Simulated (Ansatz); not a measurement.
# Is InGaW in the AlB2 type a stable metal?

The plan: relax InGaW in the AlB2 type, check its phonons, and, if the lattice is stable, compute its Eliashberg function and ρ(T).

Program: Ansatz 0.2.0. Level of theory: DFT LDA, scalar-relativistic, plane waves, PAW; PAW set soft_1. Results are calculated unless marked as measured.

Most raw output is cut from this account.

The structure was built from a prototype and need not be the compound's stable phase.

### Step 1. The structure

It takes space group P-6m2 (No. 187, hexagonal). The conventional cell has a = 4.074 Å, b = 4.074 Å, c = 4.277 Å, α = 90.00°, β = 90.00°, γ = 120.00°. W has 6 In at 3.18 Å and 6 Ga at 3.18 Å nearest. Ga has 3 In at 2.35 Å and 6 W at 3.18 Å nearest. Nearest to In lie 3 Ga at 2.35 Å and 6 W at 3.18 Å. Farther neighbours are not listed.

### Step 2. Relaxing cell and atoms

Lattice constant and positions set the bands and the force constants, so the cell is relaxed first.

The input, input.yaml:

```yaml
crystal:
  lattice:
    - [4.07379, 0.0, 0.0]
    - [-2.03689, 3.528, 0.0]
    - [0.0, 0.0, 4.27747]
  atoms:
    - { symbol: W, position: [0.0, 0.0, 0.0] }
    - { symbol: Ga, position: [0.33333333, 0.66666667, 0.5] }
    - { symbol: In, position: [0.66666667, 0.33333333, 0.5] }
kpoints:
  mp_grid: { grid: [9, 9, 8] }
hamiltonian:
  xc: lda
  pseudopotentials: { kind: paw, azcp: { folder: soft_1 }, xc_functional: pbe }
scf:
  occupations: { method: gaussian, width: 0.1 }
output:
  forces: true
  stress: true
  eigenvalues: true
relax:
  adjacent_minimum: "off"
  f_tol: 0.005
  max_steps: 80
  cell: { stress_tol: 0.05 }
```

Started as:

```console
ansatz run input.yaml --threads 4 --pin off --max-ram 12288MiB --backend cpu --events-out ev --progress --plain --runs-dir out
```

Run time: 13 s. Hardware: 4 threads of AMD EPYC 9B45 (Zen 5), shared host; peak memory 0.51 GiB; 49 s of CPU time.

Step by step:

```
step  energy less that of the first step (eV)  largest force component (eV/Å)  pressure (GPa)  volume (Å³)
   1                                   0.0000                          0.0000           -7.29        61.48
   2                                  -0.4937                          0.0000           -6.14        58.96
   3                                  -1.0089                          0.0000           -5.51        56.86
   4                                  -1.5349                          0.0000           -4.98        54.78
   5                                  -2.0190                          0.0000           -2.63        52.46
   6                                  -2.4913                          0.0000           -1.05        50.79
   7                                  -2.9616                          0.0000            2.48        49.07
   8                                  -3.4567                          0.0000            5.81        47.82
   9                                  -3.5338                          0.0000            8.27        47.92
  10                                  -3.5542                          0.0000           -8.20        52.54
  11                                  -3.6310                          0.0000           -0.38        49.84
  12                                  -3.6313                          0.0000           -0.02        49.71
 13*                                  -3.6350                          0.0000            0.17        49.71
  14                                  -3.6351                          0.0000            0.01        49.77
 15*                                  -3.6351                          0.0000            0.01        49.77
```

Relaxation steps marked * repeat the geometry before them on a plane-wave basis chosen anew for their cell, so energy and pressure can jump there.

Forces are held to the 12 operations that the run works with; a distortion that breaks them can't arise in this run.

```
     cell as run  before  after   change
           a (Å)   4.074  4.614  +13.3 %
           b (Å)   4.074  4.614  +13.3 %
           c (Å)   4.277  2.699  -36.9 %
volume (Å³/atom)   20.49  16.59  -19.0 %
```

The relaxed structure:

```cif
data_structure
_symmetry_space_group_name_H-M 'P 1'
_symmetry_Int_Tables_number 1
_cell_length_a 4.6141
_cell_length_b 4.6141
_cell_length_c 2.6994
_cell_angle_alpha 90.000
_cell_angle_beta 90.000
_cell_angle_gamma 120.000
_cell_volume 49.77
loop_
_atom_site_label
_atom_site_type_symbol
_atom_site_fract_x
_atom_site_fract_y
_atom_site_fract_z
_atom_site_occupancy
W1 W 0.00000 0.00000 0.00000 1
Ga2 Ga 0.33333 0.66667 0.50000 1
In3 In 0.66667 0.33333 0.50000 1
```

This step gave:

* pressure: 0.01020 GPa
* volume per atom: 16.59 Å³/atom
* metallic on mesh: yes
* gap on the k-mesh: 0 eV

The largest force is now zero by symmetry and the largest stress component 0.016 GPa.

### Step 3. Relaxing cell and atoms

The cell moved far, so the relaxation is started again from the new cell to confirm it.

input.yaml, the sections that differ from step 2:

```yaml
crystal:
  lattice:
    - [4.6140649962, -3.2696e-06, 0.0]
    - [-2.3070296666, 3.9958991362, 0.0]
    - [0.0, 0.0, 2.6993668676]
  atoms:
    - { symbol: W, position: [0.0, 0.0, 0.0] }
    - { symbol: Ga, position: [0.3333333333, 0.6666666667, 0.5] }
    - { symbol: In, position: [0.6666666667, 0.3333333333, 0.5] }
kpoints:
  mp_grid: { grid: [9, 9, 12] }
# hamiltonian, scf, output, relax: as in step 2
```

The job ended after 3.7 s (4 threads; peak memory 0.54 GiB; 14 s of CPU time).

Step by step:

```
step  energy less that of the first step (eV)  largest force component (eV/Å)  pressure (GPa)  volume (Å³)
   1                                   0.0000                          0.0000            0.05        49.77
   2                                  -0.0005                          0.0000            0.01        49.84
   3                                  -0.0005                          0.0000           -0.02        49.84
   4                                  -0.0005                          0.0000           -0.02        49.84
```

The log counts 1 steps on a newly chosen plane-wave basis, not all of them marked here; energy and pressure can jump at such steps.

```
conventional cell, symmetrised  before  after  change
                         a (Å)   4.614  4.624  +0.2 %
                         b (Å)   4.614  4.624  +0.2 %
                         c (Å)   2.699  2.692  -0.3 %
              volume (Å³/atom)   16.59  16.61  +0.1 %
```

Final coordinates:

```xyz
3
Lattice="4.6235 0.0000 0.0000 -2.3118 4.0041 0.0000 0.0000 0.0000 2.6921" Properties=species:S:1:pos:R:3 pbc="T T T"
W     0.0000    0.0000    0.0000
Ga    0.0000    2.6694    1.3460
In    2.3118    1.3347    1.3460
```

Numbers from this step:

```
pressure        : -0.02093 GPa
volume per atom : 16.61 Å³/atom
```

The largest force is now zero by symmetry and the largest stress component 0.031 GPa.

### Step 4. Relaxing tightly for phonons

No force is left; the cell is relaxed once more with another smearing and tight thresholds.

input.yaml, the sections that differ from step 3:

```yaml
crystal:
  lattice:
    - [4.6235375497, -3.2763e-06, 0.0]
    - [-2.3117659375, 4.0041026115, 0.0]
    - [0.0, 0.0, 2.6920606881]
  atoms:
    - { symbol: W, position: [0.0, 0.0, 0.0] }
    - { symbol: Ga, position: [0.3333333333, 0.6666666667, 0.5] }
    - { symbol: In, position: [0.6666666667, 0.3333333333, 0.5] }
kpoints:
  mp_grid: { grid: [6, 6, 12] }
scf:
  occupations: { method: methfessel_paxton, width: 0.2 }
relax:
  adjacent_minimum: "off"
  f_tol: 0.001
  max_steps: 60
  cell: { stress_tol: 0.01 }
# hamiltonian, output: as in step 3
```

The job ended after 2.3 s (4 threads; peak memory 0.5 GiB; 8.1 s of CPU time).

Little changed from the start: no atom moved by 0.005 Å and no cell edge by 0.1 %.

This step gave:

```yaml
pressure: -0.006242 GPa
volume_per_atom: 16.60 Å³/atom
```

The largest force is now zero by symmetry and the largest stress component 0.0095 GPa, small enough for phonons.

### Step 5. Phonons: q 2×2×2, k 4×4×6

Couplings are defined for a stable lattice alone, so phonons come first.

The input, input.yaml:

```yaml
crystal:
  lattice:
    - [4.6221467474, -3.2753e-06, 0.0]
    - [-2.3110705372, 4.0028981409, 0.0]
    - [0.0, 0.0, 2.6921972705]
  atoms:
    - { symbol: W, position: [0.0, 0.0, 0.0] }
    - { symbol: Ga, position: [0.3333333333, 0.6666666667, 0.5] }
    - { symbol: In, position: [0.6666666667, 0.3333333333, 0.5] }
kpoints:
  mp_grid: { grid: [4, 4, 6] }
hamiltonian:
  xc: lda
  pseudopotentials: { kind: paw, azcp: { folder: soft_1 }, xc_functional: pbe }
scf:
  occupations: { method: methfessel_paxton, width: 0.2 }
output:
  eigenvalues: true
phonons:
  method: dfpt
  qmesh: [2, 2, 2]
  temperatures: { t_max: 1000, t_step: 50 }
  qpath:
    path:
      - [[0.0, 0.0, 0.0], [0.5, 0.0, 0.0], [0.33333333, 0.33333333, 0.0], [0.0, 0.0, 0.0], [0.0, 0.0, 0.5], [0.5, 0.0, 0.5], [0.33333333, 0.33333333, 0.5], [0.0, 0.0, 0.5]]
      - [[0.5, 0.0, 0.5], [0.5, 0.0, 0.0]]
      - [[0.33333333, 0.33333333, 0.5], [0.33333333, 0.33333333, 0.0]]
    npoints: 10
```

The job ended after 14 s (4 threads; peak memory 0.61 GiB).

Numbers from this step:

| Quantity | Value |
| --- | --- |
| share of imaginary modes in the plain interpolation between solved wavevectors | 0.0715 |
| highest frequency, solved or plainly interpolated | 246.9 cm⁻¹ |

Solved on the 2×2×2 mesh alone; all other wavevectors are interpolated. The phonon branches at the labelled points (cm⁻¹):

```
    point  branch 1  branch 2  branch 3  branch 4  branch 5  branch 6  branch 7  branch 8  branch 9
        Γ       -52         0         0         0        71        96        96       209       209
  halfway       -47       -23        12        68        76       102       120       202       213
        M       -44       -11        26        64       101       118       131       194       217
  halfway       -42        29        40        61        90       113       147       186       220
        K       -40        34        57        61        84       105       168       170       222
  halfway       -46        14        16        67        73       110       124       198       215
        Γ       -52         0         0         0        71        96        96       209       209
  halfway       -33       -33        85        85       105       124       179       199       199
        A       -56       -56        76        76       157       170       189       189       247
  halfway       -30        59        89        98       157       165       187       194       242
        L        36        36       108       148       152       155       187       198       239
  halfway        25        74       119       141       152       154       172       206       238
        H         8       115       119       134       153       154       155       210       238
  halfway        31        52        95       107       157       164       180       198       241
        A       -56       -56        76        76       157       170       189       189       247
jump to L        36        36       108       148       152       155       187       198       239
  halfway       -25        84       104       106       128       133       176       188       208
        M       -44       -11        26        64       101       118       131       194       217
jump to H         8       115       119       134       153       154       155       210       238
  halfway        41        98       105       108       115       156       162       175       215
        K       -40        34        57        61        84       105       168       170       222
```

Lowest modes at the softest wavevector of the mesh. The modes at q = (0.000, 0.000, 0.500) (shares of kinetic energy by element, %) (negative means imaginary):

```
mode  frequency (cm⁻¹)  W %  Ga %  In %
   1             -56.1  100     0     0
   2             -56.1  100     0     0
   3              75.9    0    41    59
   4              75.9    0    41    59
   5             156.8    0    92     8
   6             170.5  100     0     0
```

Displacements in mode 2 (-56.1 cm⁻¹), the largest set to 1, in the home cell:
```
W1   1.00 -0.89  0.00
Ga2  0.00  0.00  0.00
In3  0.00  0.00  0.00
```

Displacements in mode 5 (156.8 cm⁻¹), the largest set to 1, in the home cell:
```
W1   0.00  0.00  0.00
Ga2  0.00  0.00  1.00
In3  0.00  0.00 -0.24
```

Among the solved wavevectors the lowest mode, translations apart, is -56.1 cm⁻¹, imaginary.

### Step 6. Phonons: q 3×3×3, k 6×6×9

An imaginary mode on so few k-points may come from the sampling, so the phonons are repeated with another q and k mesh.

Edit input.yaml of step 5 so:

```diff
@@ -10,3 +10,3 @@
 kpoints:
-  mp_grid: { grid: [4, 4, 6] }
+  mp_grid: { grid: [6, 6, 9] }
 hamiltonian:
@@ -20,3 +20,3 @@
   method: dfpt
-  qmesh: [2, 2, 2]
+  qmesh: [3, 3, 3]
   temperatures: { t_max: 1000, t_step: 50 }
```

The job ended after 76 s (4 threads; peak memory 1.4 GiB; 4.8 min of CPU time).

Numbers from this step:

| Item | Value |
| --- | --- |
| share of imaginary modes in the plain interpolation between solved wavevectors | 0.0161 |
| highest frequency, solved or plainly interpolated | 244.5 cm⁻¹ |

Solved on the 3×3×3 mesh alone; all other wavevectors are interpolated. The phonon branches at the labelled points (cm⁻¹):

```
    point  branch 1  branch 2  branch 3  branch 4  branch 5  branch 6  branch 7  branch 8  branch 9
        Γ       -40         0         0         0        77       104       104       204       204
  halfway       -41        22        26        71        74       105       124       199       211
        M       -41        32        46        67       106       109       131       197       217
  halfway       -37        38        52        66        90       108       149       187       222
        K       -34        38        57        66        85       106       169       172       225
  halfway       -40        32        33        70        75       105       131       195       215
        Γ       -40         0         0         0        77       104       104       204       204
  halfway        53        53        90        90       110       139       178       198       198
        A        73        73        75        75       161       191       193       193       244
  halfway        57        62        88       103       163       179       194       195       243
        L        38        53       106       127       162       164       195       197       241
  halfway        24        75       117       122       162       162       180       207       241
        H        -9       100       108       130       154       161       174       210       240
  halfway        50        66        94       106       163       178       185       201       242
        A        73        73        75        75       161       191       193       193       244
jump to L        38        53       106       127       162       164       195       197       241
  halfway        21        90       104       115       121       138       177       191       206
        M       -41        32        46        67       106       109       131       197       217
jump to H        -9       100       108       130       154       161       174       210       240
  halfway        24        96       100       110       136       152       161       178       215
        K       -34        38        57        66        85       106       169       172       225
```

Lowest modes at the softest wavevector of the mesh. The modes at q = (0.000, 0.333, 0.000) (shares of kinetic energy by element, %) (negative means imaginary):

```
mode  frequency (cm⁻¹)  W %  Ga %  In %
   1             -40.8    4    90     6
   2              27.4   43    20    37
   3              36.2   61     9    30
   4              68.6   36     1    63
   5              92.4   77     5    18
   6             105.9   54    31    15
```

Displacements in mode 1 (-40.8 cm⁻¹), the largest set to 1, in the home cell (x, y, z of the real part, then of the imaginary part):
```
W1   0.00  0.00 -0.11  0.00  0.00  0.07
Ga2  0.00  0.00  1.00  0.00  0.00  0.01
In3  0.00  0.00 -0.21  0.00  0.00  0.01
```

Displacements in mode 2 (27.4 cm⁻¹), the largest set to 1, in the home cell (x, y, z of the real part, then of the imaginary part):
```
W1   0.84  0.00  0.00 -0.02  0.00  0.00
Ga2  0.94  0.00  0.00  0.02  0.00  0.00
In3  1.00  0.00  0.00  0.00  0.00  0.00
```

(Part 1 of 2 ends here.)

[Logs are printed without paths, hosts, clocks, repeated set-up lines and the standing remarks that a program may print on its own settings, such as how far it seeks lower states.]

[Hosts, paths, dates, database ids (printed as entryN), source tags and the programs' standing remarks are cut or masked in the printed files.]
